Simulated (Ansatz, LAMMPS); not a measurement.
# Compressing and expanding a frame of amorphous polyfuran with H2O (capped chains of 6 units) from 500 K (168 atoms)

Aim: relax a frame of amorphous polyfuran with H2O (capped chains of 6 units) from 500 K (168 atoms), then change its volume to read the bulk modulus from the stress.

Main program and level: Ansatz 0.2.0; Kohn-Sham DFT, RPBE+D4, PAW (set soft_2), plane waves.

### Step 1. Starting point

The cell holds 168 atoms: 78 C, 24 O and 66 H. Cell: a = 12.588 Å, b = 12.588 Å, c = 12.588 Å, α = 90.0°, β = 90.0°, γ = 90.0°. 3 polyfuran chains of 6 units with methyl end groups, 6 H2O placed at random, at 1.16 g/cm³; overlaps pushed apart, then 20 ps at 800 K with MMFF94 bonds, angles, torsions, charges and radii (Halgren, J. Comput. Chem. 17, 490 (1996)) in harmonic and 12-6 forms; SPC/E water (Berendsen, Grigera and Straatsma, J. Phys. Chem. 91, 6269 (1987)). Snapshot after 30 ps at 500 K and fixed volume.

Limits known from the start: The network of contacts between molecules at the start is that of the classical potential that made the cell, and needn't be the one that DFT or experiment would give. Sampling is at Γ alone.

### Step 2. Single point at the start

The forces at the start show how far the geometry lies from a minimum of this functional.

The input, input.yaml:

```yaml
crystal:
  lattice:
    - [12.58787, 0.0, 0.0]
    - [0.0, 12.58787, 0.0]
    - [0.0, 0.0, 12.58787]
  atoms:
    - { symbol: C, position: [0.68842, 0.71252, 0.28242] }
    - { symbol: C, position: [0.6926, 0.80002, 0.36689] }
    - { symbol: C, position: [0.73318, 0.90688, 0.37065] }
    - { symbol: C, position: [0.73835, 0.93453, 0.47871] }
    - { symbol: C, position: [0.68839, 0.85889, 0.53877] }
    - { symbol: O, position: [0.66505, 0.77557, 0.47158] }
    - { symbol: C, position: [0.64318, 0.86113, 0.63961] }
    - { symbol: C, position: [0.61175, 0.93997, 0.70802] }
    - { symbol: C, position: [0.56522, 0.89382, 0.79669] }
    - { symbol: C, position: [0.58069, 0.78431, 0.78056] }
    - { symbol: O, position: [0.63264, 0.76655, 0.68865] }
    - { symbol: C, position: [0.55963, 0.7011, 0.85063] }
    - { symbol: C, position: [0.60043, 0.68534, 0.94914] }
    - { symbol: C, position: [0.58261, 0.57376, 0.97919] }
    - { symbol: C, position: [0.51074, 0.53739, 0.90528] }
    - { symbol: O, position: [0.50345, 0.6152, 0.82623] }
    - { symbol: C, position: [0.45185, 0.44519, 0.89673] }
    - { symbol: C, position: [0.42707, 0.37108, 0.97748] }
    - { symbol: C, position: [0.38471, 0.28409, 0.9261] }
    - { symbol: C, position: [0.39041, 0.29669, 0.81903] }
    - { symbol: O, position: [0.42174, 0.40078, 0.80498] }
    - { symbol: C, position: [0.373, 0.22314, 0.74199] }
    - { symbol: C, position: [0.37822, 0.23969, 0.62995] }
    - { symbol: C, position: [0.35394, 0.14258, 0.58111] }
    - { symbol: C, position: [0.31223, 0.07522, 0.65926] }
    - { symbol: O, position: [0.33532, 0.11842, 0.76096] }
    - { symbol: C, position: [0.26709, 0.97661, 0.64579] }
    - { symbol: C, position: [0.21687, 0.91215, 0.72051] }
    - { symbol: C, position: [0.17564, 0.82345, 0.6667] }
    - { symbol: C, position: [0.20612, 0.83536, 0.56088] }
    - { symbol: O, position: [0.25644, 0.92911, 0.5492] }
    - { symbol: C, position: [0.18797, 0.77304, 0.46021] }
    [... 130 atom lines left out ...]
    - { symbol: O, position: [0.95706, 0.86696, 0.31309] }
    - { symbol: H, position: [0.02589, 0.88069, 0.27587] }
    - { symbol: H, position: [0.95447, 0.90913, 0.38036] }
    - { symbol: O, position: [0.75287, 0.4334, 0.18948] }
    - { symbol: H, position: [0.82827, 0.45665, 0.18018] }
    - { symbol: H, position: [0.75134, 0.36041, 0.2208] }
kpoints:
  mp_grid: { grid: [1, 1, 1] }
hamiltonian:
  xc: rpbe
  dispersion: d4
scf:
  occupations: { method: gaussian, width: 0.05 }
output:
  forces: true
```

Started as:

```
> ansatz run input.yaml --threads 4 --pin off --max-ram 8192MiB --backend cpu --events-out ev --progress --plain --runs-dir out
```

Numbers of over 12 decimals in the logs are rounded to 6 here.

The log of the run:

```text
Engine: ansatz 0.2.0, x86_64-unknown-linux-gnu
Pseudopotentials: kind: paw
Pseudopotential: C, paw, valence charge 4, recommended cutoff 420 eV (normal), C.paw.azcp
Pseudopotential: O, paw, valence charge 6, recommended cutoff 420 eV (normal), O.paw.azcp
Pseudopotential: H, paw, valence charge 1, recommended cutoff 420 eV (normal), H.paw.azcp
[... 5 lines on functional and potentials left out ...]
Crystal: 168 atoms, lattice volume = 1994.604 Å³
Basis set: ecut = 420 eV, 39007 PW (Γ), exchange–correlation on 180×180×180 points (8 copies of the dense FFT grid, shifted against one another)
Bands: 429, of which v1, the nominal top of the filled ones, is band 261 counted from 1 (260 counted from 0)
Symmetry: 1 space group operations
Space group: P1 (ITA 1), of the structure as read, at distance tolerance 1.3e-4 Å
k-points: 1
[... 9 lines on functional and potentials left out ...]
Initial density: superposition of atomic densities (neutral atoms: chi_scale 0, normalization atom), corrected by the library's trained network
Initial wavefunctions: pseudopotential atomic-orbital guess
Functional: x = rpbe, c = pbe(β = 0.066725)
SCF iter   1: F=—  HF=-34388.631430 eV  |F-HF|=—  |Δ(HF+E_count)|=         —  Δρ=1.05e-2  dr2=2.05e0  ethr=1.77e-3  ⟨swp⟩=6.0  Hψ=1955  notcnv=0  defer=50
preconditioner: auto → Resta (q_TF=auto, 2.182 Å⁻¹)  ε∞=2.5  [insulator: Δε(μ)=1.361 eV  Ē_g=14.871 eV  σ=0.050 eV  W_gap=1.00  n_scr=364 (ndim 8)  ℏωp=18.3 eV  f_vac=0.266  D(μ)=0.00/eV (n_scr^D=0)  ε∞_Penn≈2.5]
SCF iter   2: F=—  HF=-34388.261418 eV  |F-HF|=—  |Δ(HF+E_count)|=   3.70e-1  Δρ=4.81e-3  dr2=3.64e-1  ethr=3.92e-4  ⟨swp⟩=2.0  Hψ=760  notcnv=0  defer=162
SCF iter   3: F=—  HF=-34388.225163 eV  |F-HF|=—  |Δ(HF+E_count)|=   3.63e-2  Δρ=2.18e-3  dr2=9.37e-2  ethr=6.98e-5  ⟨swp⟩=2.0  Hψ=533  notcnv=0  defer=35
automatic band count: iteration 3 solves 302 bands in place of 429: the levels show a gap, and the empty bands left out lie too high to hold charge; the band table lists the bands solved (type scf.n_extra_bands for more)
SCF iter   4: F=—  HF=-34388.212100 eV  |F-HF|=—  |Δ(HF+E_count)|=   1.31e-2  Δρ=5.38e-4  dr2=7.39e-3  ethr=1.80e-5  ⟨swp⟩=2.0  Hψ=517  notcnv=0  defer=35
SCF iter   5: F=—  HF=-34388.208859 eV  |F-HF|=—  |Δ(HF+E_count)|=   3.24e-3  Δρ=2.79e-4  dr2=1.85e-3  ethr=1.42e-6  ⟨swp⟩=2.0  Hψ=528  notcnv=0  defer=35
SCF iter   6: F=—  HF=-34388.207634 eV  |F-HF|=—  |Δ(HF+E_count)|=   1.22e-3  Δρ=1.05e-4  dr2=2.33e-4  ethr=3.55e-7  ⟨swp⟩=2.0  Hψ=528  notcnv=0  defer=35
SCF iter   7: F=—  HF=-34388.207471 eV  |F-HF|=—  |Δ(HF+E_count)|=   1.63e-4  Δρ=3.94e-5  dr2=3.88e-5  ethr=4.46e-8  ⟨swp⟩=2.0  Hψ=526  notcnv=0  defer=35
SCF iter   8: F=—  HF=-34388.207493 eV  |F-HF|=—  |Δ(HF+E_count)|=   2.13e-5  Δρ=1.38e-5  dr2=5.10e-6  ethr=7.44e-9  ⟨swp⟩=2.0  Hψ=546  notcnv=0  defer=35
SCF iter   9: F=—  HF=-34388.207490 eV  |F-HF|=—  |Δ(HF+E_count)|=   2.49e-6  Δρ=5.79e-6  dr2=7.23e-7  ethr=9.77e-10  ⟨swp⟩=2.0  Hψ=519  notcnv=0  defer=35
SCF iter  10: F=—  HF=-34388.207490 eV  |F-HF|=—  |Δ(HF+E_count)|=   3.49e-7  Δρ=2.63e-6  dr2=1.41e-7  ethr=1.39e-10  ⟨swp⟩=2.0  Hψ=527  notcnv=0  defer=35
SCF iter  11: F=-34388.207490 eV  HF=-34388.207490 eV  |F-HF|=2.52e-8  |Δ(HF+E_count)|=   7.51e-8  Δρ=9.79e-7  dr2=2.12e-8  ethr=1.92e-11  ⟨swp⟩=4.0  Hψ=1021  notcnv=0
WARN: dispersion: an atom stands within reach of a switch of its C6 between two reference coordination numbers of its element: through that C6 alone, e_disp changes by 0.025 eV or more while the distances to its neighbours run over a stretch of 0.05 Å that contains this geometry (sites counted from 0 in the run's list of atoms or, [...]
SCF 1 converged in 11 iterations: F = -34388.207490 eV  dr2 = 2.12e-8
  greatest PAW one-centre occupation: 0.872 electrons in one spin orbital (limit 2), on the O atom at site 130 (counted from 0), in its partial waves of l = 0
SCF converged after 11 iterations
Free energy (F): -34388.207490 eV
Harris-Foulkes:  -34388.207490 eV  (|F-HF|=2.52e-8)
Internal energy: -34388.207490 eV  (E = F + TS)
E sigma→0 (E₀):  -34388.207490 eV
Fermi energy:    2.111842 eV
--- Per-component energies (eV) ---
  E_band       = -4158.428409
  E_kinetic    = 12222.581416
  E_local      = -42708.073116  (includes V_loc(G=0)·N_el)
  E_nonlocal   = 3337.175109
  E_hartree    = 16012.408041
  E_xc         = -6114.395704
  E_vxc        = -7638.927976  (∫ρ·V_xc dr)
  E_paw        = -11707.609893  (= ΣΔE_a)
  E_vpaw       = -1395.965548  (= ΣTr[D̂ρ^β])
  E_aug_tail   = -0.029404  (compensation charges beyond the density's cutoff)
  E_ewald      = -5402.511315
  E_disp       = -26.095469  (pairwise vdW)
  E_core_change = -1.657155  (= ΣΔE_core)
  E_smearing   = -0.000000  (= −TS)
  E_closure    = -0.000000  (closes the sum)
  Σ components = -34388.207490   (vs F -34388.207490, Δ=0.00e0)
--- Forces (eV/Å), atoms counted from 1 ---
  atom   1  C      0.46805699     2.41404770     0.56384397
  atom   2  C      0.76000817     2.13882107     0.65289851
  atom   3  C     -0.47368921    -2.26299086    -0.60612321
  atom   4  C     -0.90253209     1.82219053     0.83557271
  atom   5  C      0.80516010    -0.44105543    -2.58991373
  atom   6  O     -0.41586324    -1.45965443    -0.52937523
  atom   7  C      0.64768613     0.12722930     0.94934644
  atom   8  C      0.50956610     2.43048348    -1.88388887
  atom   9  C     -0.00738311    -1.48217482     0.34552701
  atom  10  C     -0.87800929     2.22243697     0.65663230
  atom  11  O     -0.62619357    -1.73974162    -0.41804990
  atom  12  C      0.40797931    -0.74552094     1.99579334
  atom  13  C      2.59922174    -0.83204637     2.06527837
  atom  14  C     -0.90226710     2.58432536    -0.79574235
[...]
atom 167  H     -1.30967754    -0.86383381     0.50634457
  atom 168  H      0.71654735     1.21827393    -0.64638734
  max |Σ_I F_I| component: 4.61e-5 eV/Å
```

It took 30 s on 4 threads of Intel Xeon Platinum 8259CL at 2.50GHz (Skylake/Cascade Lake), shared host; peak memory 2.6 GiB.

The program notes that the dispersion model switches parameters near this geometry.

The r.m.s. force at the start is 1.2 eV/Å.

### Step 3. Cell and atoms relaxed

Cell and atoms are freed together, to release stress as well as forces.

The input, input.yaml:

```yaml
crystal:
  lattice:
    - [12.58787, 0.0, 0.0]
    - [0.0, 12.58787, 0.0]
    - [0.0, 0.0, 12.58787]
  atoms:
    [... the 168 atom lines of step 2 ...]
kpoints:
  mp_grid: { grid: [1, 1, 1] }
hamiltonian:
  xc: rpbe
  dispersion: d4
scf:
  occupations: { method: gaussian, width: 0.05 }
output:
  forces: true
relax:
  f_tol: 0.05
  max_steps: 150
  cell: {}
```

The log of the run:

```text
Engine: ansatz 0.2.0, x86_64-unknown-linux-gnu
Pseudopotentials: kind: paw
Pseudopotential: C, paw, valence charge 4, recommended cutoff 420 eV (normal), C.paw.azcp
Pseudopotential: O, paw, valence charge 6, recommended cutoff 420 eV (normal), O.paw.azcp
Pseudopotential: H, paw, valence charge 1, recommended cutoff 420 eV (normal), H.paw.azcp
Functional definition: RPBE
  parameter kappa = 0.804
  parameter beta = 0.066725
  exchange = rpbe_x(kappa = kappa, mu = beta*pi^2/3)
  correlation = pbe_c(beta = beta)
Crystal: 168 atoms, lattice volume = 1994.604 Å³
Basis set: ecut = 420 eV, 39007 PW (Γ), exchange–correlation on 180×180×180 points (8 copies of the dense FFT grid, shifted against one another)
Bands: 429, of which v1, the nominal top of the filled ones, is band 261 counted from 1 (260 counted from 0)
Symmetry: 1 space group operations
Space group: P1 (ITA 1), of the structure as read, at distance tolerance 1.3e-4 Å
k-points: 1
Non-local potential: C, projectors of the file, l = 0: 2, l = 1: 2, l = 2: 1
Non-local potential: O, projectors of the file, l = 0: 2, l = 1: 2, l = 2: 1
Non-local potential: H, projectors of the file, l = 0: 2, l = 1: 1
PAW form: soft (Blöchl's): semilocal exchange-correlation on the pseudo side does not see the compensation charge
PAW frozen core: C, regenerated for the run's functional, and the local potential with it (the file was generated under x = pbe(κ = 0.804, μ = 0.219515), c = pbe(β = 0.066725))
PAW frozen core: O, regenerated for the run's functional, and the local potential with it (the file was generated under x = pbe(κ = 0.804, μ = 0.219515), c = pbe(β = 0.066725))
PAW one-centre angular grid: C, 110 points (default); XC on 64 Gauss nodes
PAW one-centre angular grid: O, 110 points (default); XC on 64 Gauss nodes
PAW one-centre angular grid: H, 110 points (default); XC on 64 Gauss nodes
Initial density: superposition of atomic densities (neutral atoms: chi_scale 0, normalization atom), corrected by the library's trained network
Initial wavefunctions: pseudopotential atomic-orbital guess
Functional: x = rpbe, c = pbe(β = 0.066725)
SCF iter   1: F=—  HF=-34388.631430 eV  |F-HF|=—  |Δ(HF+E_count)|=         —  Δρ=1.05e-2  dr2=2.05e0  ethr=1.77e-3  ⟨swp⟩=6.0  Hψ=1955  notcnv=0  defer=50
preconditioner: auto → Resta (q_TF=auto, 2.182 Å⁻¹)  ε∞=2.5  [insulator: Δε(μ)=1.361 eV  Ē_g=14.871 eV  σ=0.050 eV  W_gap=1.00  n_scr=364 (ndim 8)  ℏωp=18.3 eV  f_vac=0.266  D(μ)=0.00/eV (n_scr^D=0)  ε∞_Penn≈2.5]
SCF iter   2: F=—  HF=-34388.261415 eV  |F-HF|=—  |Δ(HF+E_count)|=   3.70e-1  Δρ=4.81e-3  dr2=3.64e-1  ethr=3.92e-4  ⟨swp⟩=2.0  Hψ=760  notcnv=0  defer=162
SCF iter   3: F=—  HF=-34388.225193 eV  |F-HF|=—  |Δ(HF+E_count)|=   3.62e-2  Δρ=2.18e-3  dr2=9.37e-2  ethr=6.98e-5  ⟨swp⟩=2.0  Hψ=533  notcnv=0  defer=162
[...]
relax step  35: F+E_penalty+E_count = -34399.94108188 eV  Δ(F+E_penalty+E_count) = +8.088e-2 eV  max|allowed force component| = 4.170e-1 eV/Å  Δτ_max = 0.2000 Å  P = -0.024 GPa  Ω = 1932.354 Å³  energy of the carried Pulay correction = +1.453e-1 eV  (8 SCF iters, dr2 threshold 1.56e-6 eV, rejected (line search))
relax step  40: F+E_penalty+E_count = -34400.03628144 eV  Δ(F+E_penalty+E_count) = -1.631e-3 eV  max|allowed force component| = 5.532e-2 eV/Å  Δτ_max = 0.0750 Å  P = -0.004 GPa  Ω = 1932.053 Å³  energy of the carried Pulay correction = +1.460e-1 eV  (7 SCF iters, dr2 threshold 2.56e-6 eV, accepted)
relax step  42: F+E_penalty+E_count = -34400.04308003 eV  Δ(F+E_penalty+E_count) = -2.259e-3 eV  max|allowed force component| = 6.830e-2 eV/Å  Δτ_max = 0.0313 Å  P = -0.001 GPa  Ω = 1930.309 Å³  energy of the carried Pulay correction = +1.501e-1 eV  (6 SCF iters, dr2 threshold 9.95e-7 eV, accepted)
Step cancelled. What follows is not a result of the run: it is the report of the last solve that finished, which converged after 6 SCF iterations.
Free energy (F): -34400.043080 eV
Harris-Foulkes:  -34400.043080 eV  (|F-HF|=1.39e-7)
Internal energy: -34400.043080 eV  (E = F + TS)
E sigma→0 (E₀):  -34400.043080 eV
Fermi energy:    2.299273 eV
--- Per-component energies (eV) ---
  E_band       = -4051.124159
  E_kinetic    = 12184.813483
  E_local      = -40739.010687  (includes V_loc(G=0)·N_el)
  E_nonlocal   = 3328.416453
  E_hartree    = 15098.260671
  E_xc         = -6107.711723
  E_vxc        = -7630.089953  (∫ρ·V_xc dr)
  E_paw        = -11704.243467  (= ΣΔE_a)
  E_vpaw       = -1391.747274  (= ΣTr[D̂ρ^β])
  E_aug_tail   = -0.024663  (compensation charges beyond the density's cutoff)
  E_ewald      = -6432.494506
  E_disp       = -26.391486  (pairwise vdW)
  E_core_change = -1.657155  (= ΣΔE_core)
  E_smearing   = -0.000000  (= −TS)
  E_closure    = -0.000000  (closes the sum)
  Σ components = -34400.043080   (vs F -34400.043080, Δ=0.00e0)
--- Forces (eV/Å), atoms counted from 1 ---
  atom   1  C      0.00181313     0.00087587     0.00140965
  atom   2  C     -0.00679128    -0.00260531    -0.00547995
  atom   3  C      0.00797227    -0.00062243     0.00154973
  atom   4  C     -0.00501605     0.00072288    -0.00005307
  atom   5  C     -0.00142771     0.00319641     0.00170259
  atom   6  O      0.00698276     0.00050643    -0.00274421
  atom   7  C      0.00788637     0.00272936    -0.00098367
  atom   8  C     -0.00750314    -0.00159952    -0.00127551
[...]
atom  13  C     -0.00054972     0.00065865    -0.00513389
  atom  14  C      0.00162791     0.00055069    -0.00194269
[...]
atom 167  H      0.00631349    -0.00046701     0.00435818
  atom 168  H      0.00146078    -0.00156369     0.00085534
  max |Σ_I F_I| component: 3.27e-4 eV/Å
--- Stress (GPa, compression-positive) ---
       -0.378987       0.000045       0.000565
        0.000045      -0.384764      -0.002376
        0.000565      -0.002377      -0.378736
  P = ⅓ Tr σ = -0.3808 GPa (-3.808 kbar)
--- Band table (eV) ---
  k-point 0: bands = ["-22.7879", "-22.5862", "-22.5667", "-22.4808", [... 413 levels ...], "11.0548", "11.0823", "11.1464", "11.1888", "11.2292", "11.2541", "11.2707", "11.3111", "11.3913", "11.4140", "11.4413", "11.4657"]
End of that report.
Error: SIGTERM received: cancelled by the caller after 42 completed ionic steps
```

It took 22 min on 4 threads; peak memory 2.8 GiB.

The relaxation was stopped at its limit after 42 steps, with a largest force component of 0.068 eV/Å.

(Continued in part 2 of 3.)

[Logs are printed without paths, hosts, clocks, repeated set-up lines and the standing remarks that a program may print on its own settings, such as how far it seeks lower states.]

[Hosts, paths, dates, database ids (printed as entryN), source tags and the programs' standing remarks are cut or masked in the printed files.]

[The MMFF94 radii named for the starting cell were scaled by 0.96; in molecules described by MMFF94, hydrogen bound to N, O or S took a small fixed 12-6 site in their place.]
